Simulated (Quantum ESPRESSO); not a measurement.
# GaFe3: parallel and opposed starts

Wanted: the moments of GaFe3 and the energy of each order that was tried.

Method: PBEsol; plane waves with GBRV 1.5 PBEsol potentials, no spin-orbit coupling, in Quantum ESPRESSO 7.5.

Report form: the programs' logs are mostly left out.

## 1. The structure

The structure is cubic, space group Pm-3m (No. 221). The conventional cell has a = 3.701 Å, b = 3.701 Å, c = 3.701 Å, α = 90.00°, β = 90.00°, γ = 90.00°. Nearest to Ga lie 12 Fe at 2.62 Å. Nearest to Fe lie 4 Ga at 2.62 Å and 8 Fe at 2.62 Å. Farther neighbours are not listed.

The cell comes from the Crystallography Open Database.

The settings of this session are cheaper than careful work needs (see the inputs), so it shows what such settings give, not the properties of the crystal.

## 2. Start 1: ferro +++

The signs are those of the starting moments on the seeded atoms, the atoms that are given a moment.

ASE passes magmoms on as starting_magnetization. pw.x reads values of 1 or more as Bohr magnetons; where all are smaller, it reads them as fractions of the valence charge.

File pw.py:

```python
from ase import Atoms
from ase.calculators.espresso import Espresso, EspressoProfile

atoms = Atoms(['Ga', 'Fe', 'Fe', 'Fe'],
    cell=[[3.701, 0.0, 0.0],
         [0.0, 3.701, 0.0],
         [0.0, 0.0, 3.701]],
    scaled_positions=[[0.0, 0.0, 0.0],
         [0.0, 0.5, 0.5],
         [0.5, 0.0, 0.5],
         [0.5, 0.5, 0.0]],
    pbc=True,
    magmoms=[0.0, 2.8, 2.8, 2.8])
input_data = {
    'control': {'calculation': 'scf', 'prefix': 'pwscf', 'outdir': './tmp', 'disk_io': 'nowf'},
    'system': {'ecutwfc': 40.0, 'ecutrho': 280.0, 'nbnd': 48, 'occupations': 'smearing', 'smearing': 'mp', 'degauss': 0.00734986, 'nspin': 2},
    'electrons': {'conv_thr': 8e-09, 'electron_maxstep': 150, 'mixing_beta': 0.5, 'mixing_ndim': 12},
}
atoms.calc = Espresso(
    profile=EspressoProfile(command='mpirun -n 2 pw.x -nk 2', pseudo_dir='pseudo'),
    pseudopotentials={'Fe': 'fe_pbesol_v1.5.uspp.F.UPF', 'Ga': 'ga_pbesol_v1.4.uspp.F.UPF'},
    input_data=input_data,
    kpts=(8, 8, 8),
    koffset=(0, 0, 0))
atoms.get_potential_energy()
energy = atoms.calc.results['free_energy']
print(f'free energy: {energy:.6f} eV')
print('site moments (muB):', atoms.get_magnetic_moments().round(3))
```

File espresso.pwi:

```
&CONTROL
   calculation      = 'scf'
   outdir           = './tmp'
   prefix           = 'pwscf'
   disk_io          = 'nowf'
   pseudo_dir       = 'pseudo'
/
&SYSTEM
   nbnd             = 48
   ecutwfc          = 40.0
   ecutrho          = 280.0
   occupations      = 'smearing'
   degauss          = 0.00734986
   smearing         = 'mp'
   nspin            = 2
   starting_magnetization(1) = 0.0
   starting_magnetization(2) = 2.8
   ntyp             = 2
   nat              = 4
   ibrav            = 0
/
&ELECTRONS
   electron_maxstep = 150
   conv_thr         = 8e-09
   mixing_beta      = 0.5
   mixing_ndim      = 12
/
&IONS
/
&CELL
/
&FCP
/
&RISM
/
ATOMIC_SPECIES
Ga  69.723 ga_pbesol_v1.4.uspp.F.UPF
Fe  55.845 fe_pbesol_v1.5.uspp.F.UPF

K_POINTS automatic
8 8 8  0 0 0

CELL_PARAMETERS angstrom
3.70100000000000 0.00000000000000 0.00000000000000
0.00000000000000 3.70100000000000 0.00000000000000
0.00000000000000 0.00000000000000 3.70100000000000

ATOMIC_POSITIONS angstrom
Ga  0.0000000000 0.0000000000 0.0000000000  
Fe  0.0000000000 1.8505000000 1.8505000000  
Fe  1.8505000000 0.0000000000 1.8505000000  
Fe  1.8505000000 1.8505000000 0.0000000000
```

Run with:

```console
OMP_NUM_THREADS=1 python3 pw.py > pw.log
```

The job ended after 33 s (2 MPI ranks of Intel Xeon 6975P-C (Granite Rapids), shared host; peak memory 0.33 GiB).

Spin moment in the atom's sphere by atom:

| atom | spin moment in the atom's sphere (μB) |
| --- | --- |
| Ga1 | -0.11 |
| Fe2 | 2.44 |
| Fe3 | 2.44 |
| Fe4 | 2.44 |

This step gave:

```
smearing term TS       : -1.30e-4 eV
magnetization          : 7.09 μB
absolute magnetization : 7.663 μB
final state            : ferromagnetic
```

## 3. Run 2 (antiferro q=(1/2,1/2,1/2) +−+−+−)

This order needs a doubled cell of 8 atoms. The wavevector q is in fractions of the reciprocal vectors of the crystal's primitive cell, as the cells of these inputs are built from it; moments change sign between cells as cos(2π q·R).

File pw.py:

```python
from ase import Atoms
from ase.calculators.espresso import Espresso, EspressoProfile

atoms = Atoms(['Ga', 'Ga', 'Fe', 'Fe', 'Fe', 'Fe', 'Fe', 'Fe'],
    cell=[[7.402, 0.0, 0.0],
         [3.701, 3.701, 0.0],
         [3.701, 0.0, 3.701]],
    scaled_positions=[[0.0, 0.0, 0.0],
         [0.5, 0.0, 0.0],
         [0.5, 0.5, 0.5],
         [0.0, 0.5, 0.5],
         [0.0, 0.0, 0.5],
         [0.5, 0.0, 0.5],
         [0.0, 0.5, 0.0],
         [0.5, 0.5, 0.0]],
    pbc=True,
    magmoms=[0.0, 0.0, 2.8, -2.8, 2.8, -2.8, 2.8, -2.8])
input_data = {
    'control': {'calculation': 'scf', 'prefix': 'pwscf', 'outdir': './tmp', 'disk_io': 'nowf'},
    'system': {'ecutwfc': 40.0, 'ecutrho': 280.0, 'nbnd': 82, 'occupations': 'smearing', 'smearing': 'mp', 'degauss': 0.00734986, 'nspin': 2},
    'electrons': {'conv_thr': 1.6e-08, 'electron_maxstep': 150, 'mixing_beta': 0.5, 'mixing_ndim': 12},
}
atoms.calc = Espresso(
    profile=EspressoProfile(command='mpirun -n 2 pw.x -nk 2', pseudo_dir='pseudo'),
    pseudopotentials={'Fe': 'fe_pbesol_v1.5.uspp.F.UPF', 'Ga': 'ga_pbesol_v1.4.uspp.F.UPF'},
    input_data=input_data,
    kpts=(4, 8, 8),
    koffset=(0, 0, 0))
atoms.get_potential_energy()
energy = atoms.calc.results['free_energy']
print(f'free energy: {energy:.6f} eV')
print('site moments (muB):', atoms.get_magnetic_moments().round(3))
```

File espresso.pwi:

```
&CONTROL
   calculation      = 'scf'
   outdir           = './tmp'
   prefix           = 'pwscf'
   disk_io          = 'nowf'
   pseudo_dir       = 'pseudo'
/
&SYSTEM
   nbnd             = 82
   ecutwfc          = 40.0
   ecutrho          = 280.0
   occupations      = 'smearing'
   degauss          = 0.00734986
   smearing         = 'mp'
   nspin            = 2
   starting_magnetization(1) = 0.0
   starting_magnetization(2) = 2.8
   starting_magnetization(3) = -2.8
   ntyp             = 3
   nat              = 8
   ibrav            = 0
/
&ELECTRONS
   electron_maxstep = 150
   conv_thr         = 1.6e-08
   mixing_beta      = 0.5
   mixing_ndim      = 12
/
&IONS
/
&CELL
/
&FCP
/
&RISM
/
ATOMIC_SPECIES
Ga  69.723 ga_pbesol_v1.4.uspp.F.UPF
Fe  55.845 fe_pbesol_v1.5.uspp.F.UPF
Fe1 55.845 fe_pbesol_v1.5.uspp.F.UPF

K_POINTS automatic
4 8 8  0 0 0

CELL_PARAMETERS angstrom
7.40200000000000 0.00000000000000 0.00000000000000
3.70100000000000 3.70100000000000 0.00000000000000
3.70100000000000 0.00000000000000 3.70100000000000

ATOMIC_POSITIONS angstrom
Ga  0.0000000000 0.0000000000 0.0000000000  
Ga  3.7010000000 0.0000000000 0.0000000000  
Fe  7.4020000000 1.8505000000 1.8505000000  
Fe1 3.7010000000 1.8505000000 1.8505000000  
Fe  1.8505000000 0.0000000000 1.8505000000  
Fe1 5.5515000000 0.0000000000 1.8505000000  
Fe  1.8505000000 1.8505000000 0.0000000000  
Fe1 5.5515000000 1.8505000000 0.0000000000
```

Run with:

```console
OMP_NUM_THREADS=1 python3 pw.py > pw.log
```

Elapsed: 3.3 min, on 2 MPI ranks; peak memory 0.73 GiB.

Spin moment in the atom's sphere by atom:

| atom | spin moment in the atom's sphere (μB) |
| --- | --- |
| Ga1 | 0.01 |
| Ga2 | -0.01 |
| Fe3 | 2.16 |
| Fe4 | -2.16 |
| Fe5 | 2.16 |
| Fe6 | -2.16 |
| Fe7 | 2.16 |
| Fe8 | -2.16 |

This step gave:

| Quantity | Value |
| --- | --- |
| smearing term TS | -0.005336 eV |
| magnetization | 0 μB |
| absolute magnetization | 13.46 μB |
| final state | antiferromagnetic |

## 4. Start 3: antiferro q=(0,0,1/2) +−−++−

This order needs a doubled cell of 8 atoms.

Edit pw.py of step 3 so:

```diff
@@ -4,15 +4,15 @@
 atoms = Atoms(['Ga', 'Ga', 'Fe', 'Fe', 'Fe', 'Fe', 'Fe', 'Fe'],
-    cell=[[7.402, 0.0, 0.0],
-         [3.701, 3.701, 0.0],
-         [3.701, 0.0, 3.701]],
+    cell=[[3.701, 0.0, 0.0],
+         [0.0, 3.701, 0.0],
+         [0.0, 0.0, 7.402]],
     scaled_positions=[[0.0, 0.0, 0.0],
-         [0.5, 0.0, 0.0],
-         [0.5, 0.5, 0.5],
-         [0.0, 0.5, 0.5],
          [0.0, 0.0, 0.5],
-         [0.5, 0.0, 0.5],
-         [0.0, 0.5, 0.0],
-         [0.5, 0.5, 0.0]],
+         [0.0, 0.5, 0.25],
+         [0.0, 0.5, 0.75],
+         [0.5, 0.0, 0.25],
+         [0.5, 0.0, 0.75],
+         [0.5, 0.5, 0.0],
+         [0.5, 0.5, 0.5]],
     pbc=True,
-    magmoms=[0.0, 0.0, 2.8, -2.8, 2.8, -2.8, 2.8, -2.8])
+    magmoms=[0.0, 0.0, 2.8, -2.8, -2.8, 2.8, 2.8, -2.8])
 input_data = {
@@ -26,3 +26,3 @@
     input_data=input_data,
-    kpts=(4, 8, 8),
+    kpts=(8, 8, 4),
     koffset=(0, 0, 0))
```

Run with:

```console
OMP_NUM_THREADS=1 python3 pw.py > pw.log
```

It took 3.9 min on 2 MPI ranks; peak memory 0.78 GiB.

Spin moment in the atom's sphere by atom:

| atom | spin moment in the atom's sphere (μB) |
| --- | --- |
| Ga1 | -0.03 |
| Ga2 | 0.03 |
| Fe3 | 2.26 |
| Fe4 | -2.26 |
| Fe5 | -2.26 |
| Fe6 | 2.26 |
| Fe7 | 2.31 |
| Fe8 | -2.31 |

Read from the output:

- smearing term TS: 0.005115 eV
- magnetization: 0 μB
- absolute magnetization: 14.20 μB
- final state: antiferromagnetic

## 5. Run 4, typed as antiferro q=(0,1/2,1/2) +−+−+−

The cell is doubled to 8 atoms to hold this order.

Edit pw.py of step 4 so:

```diff
@@ -5,14 +5,14 @@
     cell=[[3.701, 0.0, 0.0],
-         [0.0, 3.701, 0.0],
-         [0.0, 0.0, 7.402]],
+         [0.0, 7.402, 0.0],
+         [0.0, 3.701, 3.701]],
     scaled_positions=[[0.0, 0.0, 0.0],
+         [0.0, 0.5, 0.0],
          [0.0, 0.0, 0.5],
-         [0.0, 0.5, 0.25],
-         [0.0, 0.5, 0.75],
-         [0.5, 0.0, 0.25],
-         [0.5, 0.0, 0.75],
-         [0.5, 0.5, 0.0],
-         [0.5, 0.5, 0.5]],
+         [0.0, 0.5, 0.5],
+         [0.5, 0.75, 0.5],
+         [0.5, 0.25, 0.5],
+         [0.5, 0.25, 0.0],
+         [0.5, 0.75, 0.0]],
     pbc=True,
-    magmoms=[0.0, 0.0, 2.8, -2.8, -2.8, 2.8, 2.8, -2.8])
+    magmoms=[0.0, 0.0, 2.8, -2.8, 2.8, -2.8, 2.8, -2.8])
 input_data = {
@@ -26,3 +26,3 @@
     input_data=input_data,
-    kpts=(8, 8, 4),
+    kpts=(8, 4, 8),
     koffset=(0, 0, 0))
```

Run with:

```console
OMP_NUM_THREADS=1 python3 pw.py > pw.log
```

Elapsed: 5.7 min, on 2 MPI ranks; peak memory 0.94 GiB.

This step gave:

```
smearing term TS       : -0.001271 eV
magnetization          : 0 μB
absolute magnetization : 14.50 μB
final state            : antiferromagnetic
largest moment         : 2.334 μB
```

## 6. Run 5 (no spin polarisation)

File pw.py:

```python
from ase import Atoms
from ase.calculators.espresso import Espresso, EspressoProfile

atoms = Atoms(['Ga', 'Fe', 'Fe', 'Fe'],
    cell=[[3.701, 0.0, 0.0],
         [0.0, 3.701, 0.0],
         [0.0, 0.0, 3.701]],
    scaled_positions=[[0.0, 0.0, 0.0],
         [0.0, 0.5, 0.5],
         [0.5, 0.0, 0.5],
         [0.5, 0.5, 0.0]],
    pbc=True)
input_data = {
    'control': {'calculation': 'scf', 'prefix': 'pwscf', 'outdir': './tmp', 'disk_io': 'nowf'},
    'system': {'ecutwfc': 40.0, 'ecutrho': 280.0, 'nbnd': 43, 'occupations': 'smearing', 'smearing': 'mp', 'degauss': 0.00734986},
    'electrons': {'conv_thr': 8e-09, 'electron_maxstep': 150, 'mixing_beta': 0.5, 'mixing_ndim': 12},
}
atoms.calc = Espresso(
    profile=EspressoProfile(command='mpirun -n 2 pw.x -nk 2', pseudo_dir='pseudo'),
    pseudopotentials={'Fe': 'fe_pbesol_v1.5.uspp.F.UPF', 'Ga': 'ga_pbesol_v1.4.uspp.F.UPF'},
    input_data=input_data,
    kpts=(8, 8, 8),
    koffset=(0, 0, 0))
atoms.get_potential_energy()
energy = atoms.calc.results['free_energy']
print(f'free energy: {energy:.6f} eV')
```

Run with:

```console
OMP_NUM_THREADS=1 python3 pw.py > pw.log
```

The job ended after 18 s (2 MPI ranks; peak memory 0.31 GiB; 35 s of CPU time).

Read from the output:

```
smearing term TS : 0.006906 eV
final state      : non-magnetic (no spin polarisation)
```

## 7. Energies of the orders

An order is kept where moments of 0.15 μB or more survive with the typed signs; meshes match where a doubled cell samples the same k points as the first cell.

Orders:

| start | final state | typed order kept | energy over the lowest (meV a seeded atom) | largest site moment (μB) | net moment (μB a cell of the first run) | mesh matched | CPU time (s) |
| --- | --- | --- | --- | --- | --- | --- | --- |
| ferro +++ | ferromagnetic | yes | 0 | 2.442 | 7.09 | yes | 65.31 |
| antiferro q=(1/2,1/2,1/2) +-+-+- | antiferromagnetic | yes | 251.4 | 2.164 | 0.001266 | yes | 401 |
| antiferro q=(0,0,1/2) +--++- | antiferromagnetic | yes | 252.2 | 2.307 | 0 | yes | 466.6 |
| antiferro q=(0,1/2,1/2) +-+-+- | antiferromagnetic | yes | 203.6 | 2.334 | 0 | yes | 684.9 |
| no spin polarisation | non-magnetic | - | 615 | 0 | 0 | yes | 34.85 |

## 8. Results

```yaml
lowest_state_found: ferromagnetic (from ferro +++)
largest_site_moment: 2.44 μB
next_state_with_moments: antiferromagnetic, 204 meV a seeded atom higher
state_without_moments: 615 meV a seeded atom higher
```

Only these 5 starts were compared; other wavevectors, canted and longer-period orders were not. The smearing is not Fermi–Dirac, so its width is no temperature.

[Logs and program files are shortened in this print: banners, set-up blocks, solver, clock and traceback lines can be left out without a mark of their own.]

[Logs are printed without paths, hosts, clocks, repeated set-up lines and the standing remarks that a program may print on its own settings, such as how far it seeks lower states.]

[Hosts, paths, dates, database ids (printed as entryN), source tags and the programs' standing remarks are cut or masked in the printed files.]

[Where a cell is said to come from a database of computed structures, the database is the Materials Project.]
